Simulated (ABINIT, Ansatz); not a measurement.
# InGaN2 (P3m1): G0W0 with ABINIT, start to end

How does a plane-wave GW calculation on InGaN2 (P3m1) run from the first input to the gap?

Main program and level: ABINIT 10.8.3; LDA and many-body steps on it, plane waves.

Report form: the programs' logs are mostly left out.

### 1. Set-up

The structure is trigonal, space group P3m1 (No. 156). The conventional cell has a = 3.399 Å, b = 3.399 Å, c = 5.552 Å, α = 90.00°, β = 90.00°, γ = 120.00°. Nearest to In lie 4 N at 2.13 to 2.20 Å. Nearest to Ga lie 4 N at 1.94 to 2.05 Å. Nearest to N lie 1 Ga at 1.94 Å and 3 In at 2.13 Å. Nearest to N lie 3 Ga at 2.05 Å and 1 In at 2.20 Å. Farther neighbours and most contacts between anions are not listed.

Structure file:

```cif
data_structure
_symmetry_space_group_name_H-M 'P3m1'
_symmetry_Int_Tables_number 156
_cell_length_a 3.3993
_cell_length_b 3.3993
_cell_length_c 5.5516
_cell_angle_alpha 90.000
_cell_angle_beta 90.000
_cell_angle_gamma 120.000
_cell_volume 55.56
loop_
_atom_site_label
_atom_site_type_symbol
_atom_site_symmetry_multiplicity
_atom_site_Wyckoff_symbol
_atom_site_fract_x
_atom_site_fract_y
_atom_site_fract_z
_atom_site_occupancy
In1 In 1 a 0.00000 0.00000 0.99840 1
Ga1 Ga 1 c 0.66667 0.33333 0.49536 1
N1 N 1 c 0.66667 0.33333 0.14562 1
N2 N 1 a 0.00000 0.00000 0.60222 1
```

The cell and positions are those that the Materials Project relaxed with its own functionals (PBE, PBE+U or r2SCAN), kept fixed.

### 2. Ground state

This step: ABINIT 10.8.3; DFT, LDA, plane waves, norm-conserving pseudopotentials.

The ground-state density comes first.

run.abi

```
acell 3*1.0 Angstrom
rprim 
  3.399288205422 -0.000000000005 0.000000000000
  -1.699644102707 2.943869940683 0.000000000000
  0.000000000000 0.000000000000 5.551613000000
ntypat 3
znucl 49 31 7
natom 4
typat 1 2 3 3
xred 
  0.000000000000 0.000000000000 0.998402000000
  0.666666666667 0.333333333333 0.495356000000
  0.666666666667 0.333333333333 0.145617000000
  0.000000000000 0.000000000000 0.602224000000
pp_dirpath "pseudos"
pseudos "In.upf, Ga.upf, N.upf"
ecut 45
ngkpt 6 6 4
nshiftk 1
shiftk 0 0 0
kptopt 1
chksymbreak 0
nband 32
occopt 1
tolvrs 1e-10
nstep 60
prtwf 0
optforces 0
optstress 0
indata_prefix "in"
outdata_prefix "out"
tmpdata_prefix "tmp"
```

Run with:

```console
OMP_NUM_THREADS=1 mpirun -n 4 abinit run.abi > log
```

It took 1.7 min on 4 MPI ranks of Arm Neoverse N1, shared host; peak memory 0.38 GiB; 6.9 min of CPU time.

Numbers from this step:

```
total energy               : -12736.3455 eV
gap                        : 0.2351 eV
k of the valence top       : 0, 0, 0
k of the conduction bottom : 0, 0, 0
least direct gap           : 0.2351 eV
```

The gap is direct, at Γ.

### 3. Bands along the symmetry lines

Levels along a band path, at the cheap level, show where the edges lie and whether the meshes to come will hold them.

run.abi

```
acell 3*1.0 Angstrom
rprim 
  3.399288205422 -0.000000000005 0.000000000000
  -1.699644102707 2.943869940683 0.000000000000
  0.000000000000 0.000000000000 5.551613000000
ntypat 3
znucl 49 31 7
natom 4
typat 1 2 3 3
xred 
  0.000000000000 0.000000000000 0.998402000000
  0.666666666667 0.333333333333 0.495356000000
  0.666666666667 0.333333333333 0.145617000000
  0.000000000000 0.000000000000 0.602224000000
pp_dirpath "pseudos"
pseudos "In.upf, Ga.upf, N.upf"
ecut 45
iscf -2
irdden 1
kptopt 0
nkpt 75
kpt 
  0.00000000 0.00000000 0.00000000
  0.06250000 0.00000000 0.00000000
  0.12500000 0.00000000 0.00000000
  0.18750000 0.00000000 0.00000000
  0.25000000 0.00000000 0.00000000
  0.31250000 0.00000000 0.00000000
  0.37500000 0.00000000 0.00000000
  0.43750000 0.00000000 0.00000000
  0.50000000 0.00000000 0.00000000
  0.47916667 0.04166667 0.00000000
  0.45833333 0.08333333 0.00000000
  0.43750000 0.12500000 0.00000000
  0.41666666 0.16666666 0.00000000
  0.39583333 0.20833333 0.00000000
  0.37500000 0.25000000 0.00000000
  0.35416666 0.29166666 0.00000000
  0.33333333 0.33333333 0.00000000
  0.29166666 0.29166666 0.00000000
  0.25000000 0.25000000 0.00000000
  0.20833333 0.20833333 0.00000000
  0.16666666 0.16666666 0.00000000
  0.12500000 0.12500000 0.00000000
  0.08333333 0.08333333 0.00000000
  0.04166667 0.04166667 0.00000000
  0.00000000 0.00000000 0.00000000
  0.00000000 0.00000000 0.06250000
  0.00000000 0.00000000 0.12500000
  0.00000000 0.00000000 0.18750000
  0.00000000 0.00000000 0.25000000
  0.00000000 0.00000000 0.31250000
  0.00000000 0.00000000 0.37500000
  0.00000000 0.00000000 0.43750000
  0.00000000 0.00000000 0.50000000
  0.06250000 0.00000000 0.50000000
  0.12500000 0.00000000 0.50000000
  0.18750000 0.00000000 0.50000000
  0.25000000 0.00000000 0.50000000
  0.31250000 0.00000000 0.50000000
  0.37500000 0.00000000 0.50000000
  0.43750000 0.00000000 0.50000000
  0.50000000 0.00000000 0.50000000
  0.47916667 0.04166667 0.50000000
  0.45833333 0.08333333 0.50000000
  0.43750000 0.12500000 0.50000000
  0.41666666 0.16666666 0.50000000
  0.39583333 0.20833333 0.50000000
  0.37500000 0.25000000 0.50000000
  0.35416666 0.29166666 0.50000000
  0.33333333 0.33333333 0.50000000
  0.29166666 0.29166666 0.50000000
  0.25000000 0.25000000 0.50000000
  0.20833333 0.20833333 0.50000000
  0.16666666 0.16666666 0.50000000
  0.12500000 0.12500000 0.50000000
  0.08333333 0.08333333 0.50000000
  0.04166667 0.04166667 0.50000000
  0.00000000 0.00000000 0.50000000
  0.50000000 0.00000000 0.50000000
  0.50000000 0.00000000 0.43750000
  0.50000000 0.00000000 0.37500000
  0.50000000 0.00000000 0.31250000
  0.50000000 0.00000000 0.25000000
  0.50000000 0.00000000 0.18750000
  0.50000000 0.00000000 0.12500000
  0.50000000 0.00000000 0.06250000
  0.50000000 0.00000000 0.00000000
  0.33333333 0.33333333 0.50000000
  0.33333333 0.33333333 0.43750000
  0.33333333 0.33333333 0.37500000
  0.33333333 0.33333333 0.31250000
  0.33333333 0.33333333 0.25000000
  0.33333333 0.33333333 0.18750000
  0.33333333 0.33333333 0.12500000
  0.33333333 0.33333333 0.06250000
  0.33333333 0.33333333 0.00000000
istwfk *1
nband 33
nbdbuf 2
tolwfr 1e-08
nstep 40
prtwf 0
prtvol 0
indata_prefix "in"
outdata_prefix "out"
tmpdata_prefix "tmp"
```

It took 100 s on 4 MPI ranks; peak memory 0.48 GiB.

Numbers from this step:

```
gap                        : 0.2351 eV
k of the valence top       : 0, 0, 0
k of the conduction bottom : 0, 0, 0
least direct gap           : 0.2351 eV
```

The gap is 0.235 eV, as in the run before at this level.

The electronic bands at the labelled points (eV, zero at the top of the highest filled band):

```tsv
point	band 23	band 24	band 25	band 26	band 27	band 28	band 29	band 30
Γ	-1.16	-0.30	0.00	0.00	0.24	3.07	7.27	8.77
halfway	-2.68	-1.93	-0.76	-0.43	2.65	4.69	6.38	7.44
M	-3.80	-2.58	-2.06	-0.87	3.84	4.67	4.99	7.19
halfway	-3.85	-3.19	-2.19	-1.61	4.79	4.86	5.71	6.95
K	-4.59	-2.81	-2.61	-2.31	4.58	5.95	5.96	7.29
halfway	-3.27	-2.28	-0.95	-0.83	3.17	5.32	6.58	6.73
Γ	-1.16	-0.30	0.00	0.00	0.24	3.07	7.27	8.77
halfway	-1.05	-1.05	-0.11	-0.11	1.57	3.09	6.84	8.80
A	-0.92	-0.92	-0.26	-0.26	2.43	3.04	6.31	8.35
halfway	-2.19	-1.64	-1.56	-0.88	3.32	4.30	6.09	7.18
L	-2.11	-2.10	-1.55	-1.46	3.18	3.68	5.99	7.58
halfway	-3.14	-2.56	-1.82	-1.28	4.07	4.42	6.33	7.21
H	-3.89	-3.41	-1.74	-1.18	5.05	5.30	5.75	6.76
halfway	-2.24	-1.98	-1.58	-1.42	3.60	4.85	6.04	7.10
A	-0.92	-0.92	-0.26	-0.26	2.43	3.04	6.31	8.35
jump to L	-2.11	-2.10	-1.55	-1.46	3.18	3.68	5.99	7.58
halfway	-3.07	-2.39	-1.60	-1.11	3.21	4.35	5.66	7.25
M	-3.80	-2.58	-2.06	-0.87	3.84	4.67	4.99	7.19
jump to H	-3.89	-3.41	-1.74	-1.18	5.05	5.30	5.75	6.76
halfway	-4.41	-2.74	-2.26	-1.85	5.11	5.55	5.74	7.17
K	-4.59	-2.81	-2.61	-2.31	4.58	5.95	5.96	7.29
```

### 4. Empty states on the mesh, 3×3×2 mesh, 209 bands

The sums over transitions need many empty states on a uniform mesh; this step solves for them.

run.abi

```
acell 3*1.0 Angstrom
rprim 
  3.399288205422 -0.000000000005 0.000000000000
  -1.699644102707 2.943869940683 0.000000000000
  0.000000000000 0.000000000000 5.551613000000
ntypat 3
znucl 49 31 7
natom 4
typat 1 2 3 3
xred 
  0.000000000000 0.000000000000 0.998402000000
  0.666666666667 0.333333333333 0.495356000000
  0.666666666667 0.333333333333 0.145617000000
  0.000000000000 0.000000000000 0.602224000000
pp_dirpath "pseudos"
pseudos "In.upf, Ga.upf, N.upf"
ecut 45
ngkpt 3 3 2
nshiftk 1
shiftk 0 0 0
kptopt 1
chksymbreak 0
iscf -2
irdden 1
istwfk *1
nband 209
nbdbuf 18
tolwfr 1e-09
nstep 60
prtvol 0
indata_prefix "in"
outdata_prefix "out"
tmpdata_prefix "tmp"
```

Elapsed: 2.5 min, on 4 MPI ranks; peak memory 0.41 GiB; 10 min of CPU time.

Numbers from this step:

- gap: 0.2351 eV
- k of the valence top: 0, 0, 0
- k of the conduction bottom: 0, 0, 0
- least direct gap: 0.2351 eV
- k points computed: 6
- lowest point of the top converged band, above the valence top: 107.9593 eV

On this mesh the gap is 0.235 eV.

### 5. Screening, 3×3×2 mesh, 191 bands, screening to 217.7 eV

The RPA dielectric matrix is built and inverted for each q.

This step: RPA screening on LDA, plane waves, norm-conserving pseudopotentials.

Changes to run.abi since step 4:

```diff
@@ -22,10 +22,11 @@
 chksymbreak 0
-iscf -2
-irdden 1
 istwfk *1
-nband 209
-nbdbuf 18
-tolwfr 1e-09
-nstep 60
-prtvol 0
+occopt 1
+irdwfk 1
+optdriver 3
+nband 191
+ecuteps 8
+inclvkb 2
+awtr 1
+symchi 1
 indata_prefix "in"
```

Elapsed: 1.9 min, on 4 MPI ranks; peak memory 1.1 GiB.

Numbers from this step:

```yaml
eps_infinity_with_local_fields_on_this_mesh_along_the_program_s_q_direction: 731.6
the_same_without_local_fields: 948.0
plasma_frequency: 35.92 eV
plane_waves_in_the_screening_matrix: 391
```

Local fields lower ε∞ by 23 %. The value itself is an artefact of the mesh, where one narrow direct gap carries too much weight.

### 6. Self-energy, 3×3×2 mesh, 191 bands, screening to 217.7 eV

The self-energy is evaluated for the states that the input lists, and the levels follow from it, in one-shot runs by the linearised quasiparticle equation.

This step: G0W0 on LDA, plane waves, norm-conserving pseudopotentials.

Changes to run.abi since step 5:

```diff
@@ -25,8 +25,15 @@
 irdwfk 1
-optdriver 3
+optdriver 4
 nband 191
+gwcalctyp 0
+ecutsigx 45
+symsigma 1
+nkptgw 1
+kptgw 
+  0.0000000000 0.0000000000 0.0000000000
+bdgw 
+  25 28
 ecuteps 8
-inclvkb 2
-awtr 1
-symchi 1
+irdscr 1
+ppmodel 1
 indata_prefix "in"
```

It took 21 s on 4 MPI ranks; peak memory 0.99 GiB.

Numbers from this step:

| Quantity | Value |
| --- | --- |
| G0W0 gap on the points computed | 0.7830 eV |
| starting gap on the mesh | 0.2351 eV |
| k of the valence top | 0, 0, 0 |
| k of the conduction bottom | 0, 0, 0 |
| Z at the valence top | 0.775 |
| Z at the conduction bottom | 0.806 |
| least direct G0W0 gap on the computed points | 0.7830 eV |

The gap on the mesh goes from 0.24 eV to 0.78 eV, a correction of +0.55 eV.

Limits: finite bands, cutoff and mesh; no spin-orbit coupling; coarse k mesh. v1 is the top filled band, c1 the lowest empty one. Levels before and after the correction, in eV, zero at the valence-band top of each column:

```tsv
	conduction bottom	valence top
Kohn-Sham	0.24	0.00
G0W0	0.78	0.00
```

```tsv
	level	energy (eV)
Kohn-Sham	Γ v2-v1	0.000
Kohn-Sham	Γ c1	0.235
Kohn-Sham	Γ c2	3.066
G0W0	Γ v2-v1	0.000
G0W0	Γ c1	0.783
G0W0	Γ c2	3.832
```

### 7. Where the time went

Times are wall times on 4 MPI ranks of Arm Neoverse N1, shared host, good to a factor of about two.

```tsv
step	time	share	memory (GiB)
ground state	1.7 min	21 %	0.38
bands along the symmetry lines	100 s	20 %	0.48
empty states on the mesh	2.5 min	31 %	0.41
screening	1.9 min	24 %	1.1
self-energy	21 s	4 %	0.99
```

### 8. Outcome

| Quantity | Value |
| --- | --- |
| LDA gap | 0.24 eV, direct |
| G0W0 gap on the mesh | 0.78 eV |
| GW settings | 3×3×2 mesh, 191 bands, screening to 217.7 eV, Godby-Needs plasmon pole |
| known limits | not at the basis limit; screening runs away on this mesh; no spin-orbit coupling; coarse k mesh |

G0W0 moves the gap on the mesh from 0.24 eV to 0.78 eV (+0.55 eV), with Z of 0.78 and 0.81 at the edges. Local fields lower the RPA ε∞ on this mesh from 947.98 to 731.64; a Γ-centred mesh this coarse tends to raise both, most where the direct gap is narrow, while a short band sum lowers them. Only 1 of the mesh's irreducible points was corrected, so a valley elsewhere could overtake. Bands and cutoff are finite, so the gap is not at the basis limit. The miss can reach some tenths of an eV and take either sign; the mesh is an error of its own. In the G0W0 run levels were corrected at 1 k point alone, so a gap called «on the mesh» is the least over those, and an edge elsewhere would be missed. The 3×3×2 mesh is coarse for this cell, which bears on the long-range parts of exchange and screening. On this mesh the RPA ε∞ passes 90, more than nearly any semiconductor shows; a coarse mesh does this where one point with a narrow direct gap carries much weight. The screening is then too strong, and the G0W0 gap should not be taken as the material's. The many-body steps are scalar-relativistic: spin-orbit coupling is not in them.

[Paths, hosts, dates, memory and timing lines, banners, echoed tables and standing remarks are left out of the program output.]

[Logs are printed without paths, hosts, clocks, repeated set-up lines and the standing remarks that a program may print on its own settings, such as how far it seeks lower states.]

[Runs of the session that timed out or met a known fault of the program may be left out.]

[Hosts, paths, dates, database ids (printed as entryN), source tags and the programs' standing remarks are cut or masked in the printed files.]

[G0W0 gaps are taken among the corrected bands and points alone; a level outside them can change the order at an edge.]

[Where Ansatz stands beside ABINIT at settings called matched, ABINIT's density can come from a denser mesh and the files from another edition; pairs whose starting gaps differed by over 0.03 eV were left out, so agreement reads better than it is.]
